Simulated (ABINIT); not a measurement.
**TiO2 (Rutile): bands and cutoff in G0W0 with ABINIT**

Aim: raise bands and screening cutoff together for TiO2 (Rutile) and follow gap and time.

Program: ABINIT 10.8.3. Level of theory: PBE and many-body steps on it, plane waves. Results are calculated unless marked as measured.

This is a report of a sequence of runs, with most program output left out.

## 1. The starting structure

The structure is tetragonal, space group P4_2/mnm (No. 136). Conventional cell: a = 4.592 Å, b = 4.592 Å, c = 2.957 Å, α = 90.00°, β = 90.00°, γ = 90.00°. Nearest to Ti lie 6 O at 1.95 to 1.98 Å. O has 3 Ti at 1.95 to 1.98 Å nearest. Farther neighbours and most contacts between anions are not listed.

The cell and positions come from the Crystallography Open Database and are kept as given unless a step says otherwise.

## 2. Empty states on the mesh, 2×2×4 mesh, 494 bands

This step: ABINIT 10.8.3; DFT, PBE, plane waves, norm-conserving pseudopotentials.

The sums over transitions need many empty states on a uniform mesh; this step solves for them.

File run.abi:

```
acell 3*1.0 Angstrom
rprim 
  4.592200000000 0.000000000000 0.000000000000
  0.000000000000 4.592200000000 0.000000000000
  0.000000000000 0.000000000000 2.957400000000
ntypat 2
znucl 22 8
natom 6
typat 1 1 2 2 2 2
xred 
  0.000000000000 0.000000000000 0.000000000000
  0.500000000000 0.500000000000 0.500000000000
  0.304960000000 0.304960000000 0.000000000000
  0.195040000000 0.804960000000 0.500000000000
  0.695040000000 0.695040000000 0.000000000000
  0.804960000000 0.195040000000 0.500000000000
pp_dirpath "pseudos"
pseudos "Ti.upf, O.upf"
ecut 38
ngkpt 2 2 4
nshiftk 1
shiftk 0 0 0
kptopt 1
chksymbreak 0
irdden 1
istwfk *1
nband 494
prtvol 0
optdriver 6
gwr_task "HDIAGO"
paral_kgb 0
occopt 1
indata_prefix "in"
outdata_prefix "out"
tmpdata_prefix "tmp"
```

Command:

```bash
> OMP_NUM_THREADS=1 mpirun -n 8 abinit run.abi > log
```

Elapsed: 2.4 min, on 8 MPI ranks of Arm Neoverse V2, shared host; peak memory 10 GiB.

Numbers from this step:

```yaml
gap: 1.917 eV
k_of_the_valence_top: 0, 0, 0
k_of_the_conduction_bottom: 0, 0, 0
least_direct_gap: 1.917 eV
k_points_computed: 9
lowest_point_of_the_top_converged_band_above_the_valence_top: 205.8604 eV
```

On this mesh the gap is 1.917 eV.

The density comes from a self-consistent run that is not shown.

## 3. Screening, 2×2×4 mesh, 115 bands, screening to 93.3 eV

The RPA dielectric matrix is built and inverted for each q.

This step: RPA screening on PBE, plane waves, norm-conserving pseudopotentials.

Changes to run.abi since step 2:

```diff
@@ -24,10 +24,11 @@
 chksymbreak 0
-irdden 1
 istwfk *1
-nband 494
-prtvol 0
-optdriver 6
-gwr_task "HDIAGO"
-paral_kgb 0
 occopt 1
+irdwfk 1
+optdriver 3
+nband 115
+ecuteps 3.43
+inclvkb 2
+awtr 1
+symchi 1
 indata_prefix "in"
```

The job ended after 23 s (8 MPI ranks; peak memory 1.9 GiB; 3 min of CPU time).

This step gave:

| Property | Result |
| --- | --- |
| ε∞ with local fields, on this mesh, along the program's q direction | 9.014 |
| the same without local fields | 9.329 |
| plasma frequency | 32.58 eV |
| plane waves in the screening matrix | 137 |

Local fields lower ε∞ by 3 %. On a Γ-centred mesh this coarse the value itself is usually too large, while a short band sum pulls it down.

## 4. 115 bands, 93.3 eV

The self-energy is evaluated for the states that the input lists, and the levels follow from it, in one-shot runs by the linearised quasiparticle equation.

This step: G0W0 on PBE, plane waves, norm-conserving pseudopotentials.

Changes to run.abi since step 3:

```diff
@@ -27,8 +27,25 @@
 irdwfk 1
-optdriver 3
+optdriver 4
 nband 115
+gwcalctyp 0
+ecutsigx 38
+symsigma 1
+nkptgw 6
+kptgw 
+  0.0000000000 0.0000000000 0.0000000000
+  0.5000000000 0.0000000000 0.0000000000
+  0.5000000000 0.5000000000 0.0000000000
+  0.0000000000 0.0000000000 0.5000000000
+  0.5000000000 0.0000000000 0.5000000000
+  0.5000000000 0.5000000000 0.5000000000
+bdgw 
+  22 26
+  23 26
+  23 26
+  23 26
+  23 26
+  23 26
 ecuteps 3.43
-inclvkb 2
-awtr 1
-symchi 1
+irdscr 1
+ppmodel 1
 indata_prefix "in"
```

Wall time 6.7 s (8 MPI ranks); peak memory 1.2 GiB; 52 s of CPU time.

Numbers from this step:

- G0W0 gap on the mesh: 3.242 eV
- starting gap on the mesh: 1.917 eV
- k of the valence top: 0, 0, 0
- k of the conduction bottom: 0.5, 0, 0.5
- Z at the valence top: 0.77
- Z at the conduction bottom: 0.78
- least direct G0W0 gap on the computed points: 3.313 eV

The gap on the mesh goes from 1.92 eV to 3.24 eV, a correction of +1.33 eV.

## 5. Screening, 2×2×4 mesh, 163 bands, screening to 123.5 eV

This step: RPA screening on PBE, plane waves, norm-conserving pseudopotentials.

Changes to run.abi since step 4:

```diff
@@ -27,25 +27,8 @@
 irdwfk 1
-optdriver 4
-nband 115
-gwcalctyp 0
-ecutsigx 38
-symsigma 1
-nkptgw 6
-kptgw 
-  0.0000000000 0.0000000000 0.0000000000
-  0.5000000000 0.0000000000 0.0000000000
-  0.5000000000 0.5000000000 0.0000000000
-  0.0000000000 0.0000000000 0.5000000000
-  0.5000000000 0.0000000000 0.5000000000
-  0.5000000000 0.5000000000 0.5000000000
-bdgw 
-  22 26
-  23 26
-  23 26
-  23 26
-  23 26
-  23 26
-ecuteps 3.43
-irdscr 1
-ppmodel 1
+optdriver 3
+nband 163
+ecuteps 4.54
+inclvkb 2
+awtr 1
+symchi 1
 indata_prefix "in"
```

Wall time 36 s (8 MPI ranks); peak memory 2.4 GiB; 4.8 min of CPU time.

This step gave:

```yaml
eps_infinity_with_local_fields_on_this_mesh_along_the_program_s_q_direction: 8.921
the_same_without_local_fields: 9.338
plasma_frequency: 32.58 eV
plane_waves_in_the_screening_matrix: 189
```

## 6. 163 bands, 123.5 eV

This step: G0W0 on PBE, plane waves, norm-conserving pseudopotentials.

Changes to run.abi since step 5:

```diff
@@ -27,8 +27,25 @@
 irdwfk 1
-optdriver 3
+optdriver 4
 nband 163
+gwcalctyp 0
+ecutsigx 38
+symsigma 1
+nkptgw 6
+kptgw 
+  0.0000000000 0.0000000000 0.0000000000
+  0.5000000000 0.0000000000 0.0000000000
+  0.5000000000 0.5000000000 0.0000000000
+  0.0000000000 0.0000000000 0.5000000000
+  0.5000000000 0.0000000000 0.5000000000
+  0.5000000000 0.5000000000 0.5000000000
+bdgw 
+  22 26
+  23 26
+  23 26
+  23 26
+  23 26
+  23 26
 ecuteps 4.54
-inclvkb 2
-awtr 1
-symchi 1
+irdscr 1
+ppmodel 1
 indata_prefix "in"
```

Elapsed: 12 s, on 8 MPI ranks; peak memory 1.6 GiB; 92 s of CPU time.

Numbers from this step:

- G0W0 gap on the mesh: 3.211 eV
- starting gap on the mesh: 1.917 eV
- k of the valence top: 0, 0, 0
- k of the conduction bottom: 0.5, 0, 0.5
- Z at the valence top: 0.766
- Z at the conduction bottom: 0.777
- least direct G0W0 gap on the computed points: 3.286 eV

Against G0W0 in ABINIT (2×2×4 mesh, 115 bands, screening to 93.3 eV, Godby-Needs plasmon pole), the gap moves by −0.031 eV.

## 7. Screening, 2×2×4 mesh, 238 bands, screening to 164.9 eV

This step: RPA screening on PBE, plane waves, norm-conserving pseudopotentials.

Changes to run.abi since step 6:

```diff
@@ -27,25 +27,8 @@
 irdwfk 1
-optdriver 4
-nband 163
-gwcalctyp 0
-ecutsigx 38
-symsigma 1
-nkptgw 6
-kptgw 
-  0.0000000000 0.0000000000 0.0000000000
-  0.5000000000 0.0000000000 0.0000000000
-  0.5000000000 0.5000000000 0.0000000000
-  0.0000000000 0.0000000000 0.5000000000
-  0.5000000000 0.0000000000 0.5000000000
-  0.5000000000 0.5000000000 0.5000000000
-bdgw 
-  22 26
-  23 26
-  23 26
-  23 26
-  23 26
-  23 26
-ecuteps 4.54
-irdscr 1
-ppmodel 1
+optdriver 3
+nband 238
+ecuteps 6.06
+inclvkb 2
+awtr 1
+symchi 1
 indata_prefix "in"
```

It took 63 s on 8 MPI ranks; peak memory 2.8 GiB; 8.4 min of CPU time.

Numbers from this step:

```
ε∞ with local fields, on this mesh, along the program's q direction : 8.897
the same without local fields                                       : 9.342
plasma frequency                                                    : 32.58 eV
plane waves in the screening matrix                                 : 307
```

## 8. 238 bands, 164.9 eV

This step: G0W0 on PBE, plane waves, norm-conserving pseudopotentials.

Changes to run.abi since step 7:

```diff
@@ -27,8 +27,25 @@
 irdwfk 1
-optdriver 3
+optdriver 4
 nband 238
+gwcalctyp 0
+ecutsigx 38
+symsigma 1
+nkptgw 6
+kptgw 
+  0.0000000000 0.0000000000 0.0000000000
+  0.5000000000 0.0000000000 0.0000000000
+  0.5000000000 0.5000000000 0.0000000000
+  0.0000000000 0.0000000000 0.5000000000
+  0.5000000000 0.0000000000 0.5000000000
+  0.5000000000 0.5000000000 0.5000000000
+bdgw 
+  22 26
+  23 26
+  23 26
+  23 26
+  23 26
+  23 26
 ecuteps 6.06
-inclvkb 2
-awtr 1
-symchi 1
+irdscr 1
+ppmodel 1
 indata_prefix "in"
```

Elapsed: 32 s, on 8 MPI ranks; peak memory 2.3 GiB.

Numbers from this step:

- G0W0 gap on the mesh: 3.212 eV
- starting gap on the mesh: 1.917 eV
- k of the valence top: 0, 0, 0
- k of the conduction bottom: 0.5, 0, 0.5
- least direct G0W0 gap on the computed points: 3.289 eV

Against G0W0 in ABINIT (2×2×4 mesh, 163 bands, screening to 123.5 eV, Godby-Needs plasmon pole), the gap moves by +0.001 eV.

## 9. Screening, 2×2×4 mesh, 342 bands, screening to 214.4 eV

This step: RPA screening on PBE, plane waves, norm-conserving pseudopotentials.

Changes to run.abi since step 8:

```diff
@@ -27,25 +27,8 @@
 irdwfk 1
-optdriver 4
-nband 238
-gwcalctyp 0
-ecutsigx 38
-symsigma 1
-nkptgw 6
-kptgw 
-  0.0000000000 0.0000000000 0.0000000000
-  0.5000000000 0.0000000000 0.0000000000
-  0.5000000000 0.5000000000 0.0000000000
-  0.0000000000 0.0000000000 0.5000000000
-  0.5000000000 0.0000000000 0.5000000000
-  0.5000000000 0.5000000000 0.5000000000
-bdgw 
-  22 26
-  23 26
-  23 26
-  23 26
-  23 26
-  23 26
-ecuteps 6.06
-irdscr 1
-ppmodel 1
+optdriver 3
+nband 342
+ecuteps 7.88
+inclvkb 2
+awtr 1
+symchi 1
 indata_prefix "in"
```

The job ended after 2 min (8 MPI ranks; peak memory 3.4 GiB).

This step gave:

```yaml
eps_infinity_with_local_fields_on_this_mesh_along_the_program_s_q_direction: 8.882
the_same_without_local_fields: 9.344
plasma_frequency: 32.58 eV
plane_waves_in_the_screening_matrix: 463
```

## 10. 342 bands, 214.4 eV

This step: G0W0 on PBE, plane waves, norm-conserving pseudopotentials.

Changes to run.abi since step 9:

```diff
@@ -27,8 +27,25 @@
 irdwfk 1
-optdriver 3
+optdriver 4
 nband 342
+gwcalctyp 0
+ecutsigx 38
+symsigma 1
+nkptgw 6
+kptgw 
+  0.0000000000 0.0000000000 0.0000000000
+  0.5000000000 0.0000000000 0.0000000000
+  0.5000000000 0.5000000000 0.0000000000
+  0.0000000000 0.0000000000 0.5000000000
+  0.5000000000 0.0000000000 0.5000000000
+  0.5000000000 0.5000000000 0.5000000000
+bdgw 
+  22 26
+  23 26
+  23 26
+  23 26
+  23 26
+  23 26
 ecuteps 7.88
-inclvkb 2
-awtr 1
-symchi 1
+irdscr 1
+ppmodel 1
 indata_prefix "in"
```

Wall time 94 s (8 MPI ranks); peak memory 3.3 GiB.

Numbers from this step:

* G0W0 gap on the mesh: 3.202 eV
* starting gap on the mesh: 1.917 eV
* k of the valence top: 0, 0, 0
* k of the conduction bottom: 0.5, 0, 0.5
* least direct G0W0 gap on the computed points: 3.283 eV

Against G0W0 in ABINIT (2×2×4 mesh, 238 bands, screening to 164.9 eV, Godby-Needs plasmon pole), the gap moves by −0.010 eV.

## 11. Screening, 2×2×4 mesh, 486 bands, screening to 274.8 eV

This step: RPA screening on PBE, plane waves, norm-conserving pseudopotentials.

Changes to run.abi since step 10:

```diff
@@ -27,25 +27,8 @@
 irdwfk 1
-optdriver 4
-nband 342
-gwcalctyp 0
-ecutsigx 38
-symsigma 1
-nkptgw 6
-kptgw 
-  0.0000000000 0.0000000000 0.0000000000
-  0.5000000000 0.0000000000 0.0000000000
-  0.5000000000 0.5000000000 0.0000000000
-  0.0000000000 0.0000000000 0.5000000000
-  0.5000000000 0.0000000000 0.5000000000
-  0.5000000000 0.5000000000 0.5000000000
-bdgw 
-  22 26
-  23 26
-  23 26
-  23 26
-  23 26
-  23 26
-ecuteps 7.88
-irdscr 1
-ppmodel 1
+optdriver 3
+nband 486
+ecuteps 10.1
+inclvkb 2
+awtr 1
+symchi 1
 indata_prefix "in"
```

Elapsed: 4 min, on 8 MPI ranks; peak memory 4.8 GiB; 32 min of CPU time.

This step gave:

```
ε∞ with local fields, on this mesh, along the program's q direction : 8.877
the same without local fields                                       : 9.345
plasma frequency                                                    : 32.58 eV
plane waves in the screening matrix                                 : 623
```

## 12. 486 bands, 274.8 eV

This step: G0W0 on PBE, plane waves, norm-conserving pseudopotentials.

Changes to run.abi since step 11:

```diff
@@ -27,8 +27,25 @@
 irdwfk 1
-optdriver 3
+optdriver 4
 nband 486
+gwcalctyp 0
+ecutsigx 38
+symsigma 1
+nkptgw 6
+kptgw 
+  0.0000000000 0.0000000000 0.0000000000
+  0.5000000000 0.0000000000 0.0000000000
+  0.5000000000 0.5000000000 0.0000000000
+  0.0000000000 0.0000000000 0.5000000000
+  0.5000000000 0.0000000000 0.5000000000
+  0.5000000000 0.5000000000 0.5000000000
+bdgw 
+  22 26
+  23 26
+  23 26
+  23 26
+  23 26
+  23 26
 ecuteps 10.1
-inclvkb 2
-awtr 1
-symchi 1
+irdscr 1
+ppmodel 1
 indata_prefix "in"
```

The job ended after 4 min (8 MPI ranks; peak memory 5.3 GiB).

Numbers from this step:

| Quantity | Value |
| --- | --- |
| G0W0 gap on the mesh | 3.185 eV |
| starting gap on the mesh | 1.917 eV |
| k of the valence top | 0, 0, 0 |
| k of the conduction bottom | 0.5, 0, 0.5 |
| least direct G0W0 gap on the computed points | 3.266 eV |

Against G0W0 in ABINIT (2×2×4 mesh, 342 bands, screening to 214.4 eV, Godby-Needs plasmon pole), the gap moves by −0.017 eV.

## 13. Side by side

Times are wall times on 8 MPI ranks of Arm Neoverse V2, shared host, good to a factor of about two. A run's time includes the screening step that it read.

```
                run   mesh  bands  screening cutoff (eV)  DFT gap (eV)  gap on the mesh (eV)  direct (eV)  ε∞ used     time
 115 bands, 93.3 eV  2×2×4    115                   93.3         1.917                 3.242        3.313     9.01     29 s
163 bands, 123.5 eV  2×2×4    163                  123.5         1.917                 3.211        3.286     8.92     48 s
238 bands, 164.9 eV  2×2×4    238                  164.9         1.917                 3.212        3.289     8.90     95 s
342 bands, 214.4 eV  2×2×4    342                  214.4         1.917                 3.202        3.283     8.88  3.6 min
486 bands, 274.8 eV  2×2×4    486                  274.8         1.917                 3.185        3.266     8.88    8 min
```

## 14. Outcome

| Property | Result |
| --- | --- |
| 115 bands, 93.3 eV | 3.242 eV |
| 163 bands, 123.5 eV | 3.211 eV |
| 238 bands, 164.9 eV | 3.212 eV |
| 342 bands, 214.4 eV | 3.202 eV |
| 486 bands, 274.8 eV | 3.185 eV |
| known limits | not at the basis limit; coarse k mesh |

**Reading.** From the first rung to the last the gap moves by −0.06 eV for 16 times the time. The 2×2×4 mesh is coarse for this cell, which bears on the long-range parts of exchange and screening.

[Paths, hosts, dates, memory and timing lines, banners, echoed tables and standing remarks are left out of the program output.]

[Logs are printed without paths, hosts, clocks, repeated set-up lines and the standing remarks that a program may print on its own settings, such as how far it seeks lower states.]

[Runs of the session that timed out or met a known fault of the program may be left out.]

[Hosts, paths, dates, database ids (printed as entryN), source tags and the programs' standing remarks are cut or masked in the printed files.]

[G0W0 gaps are taken among the corrected bands and points alone; a level outside them can change the order at an edge.]

[Where Ansatz stands beside ABINIT at settings called matched, ABINIT's density can come from a denser mesh and the files from another edition; pairs whose starting gaps differed by over 0.03 eV were left out, so agreement reads better than it is.]
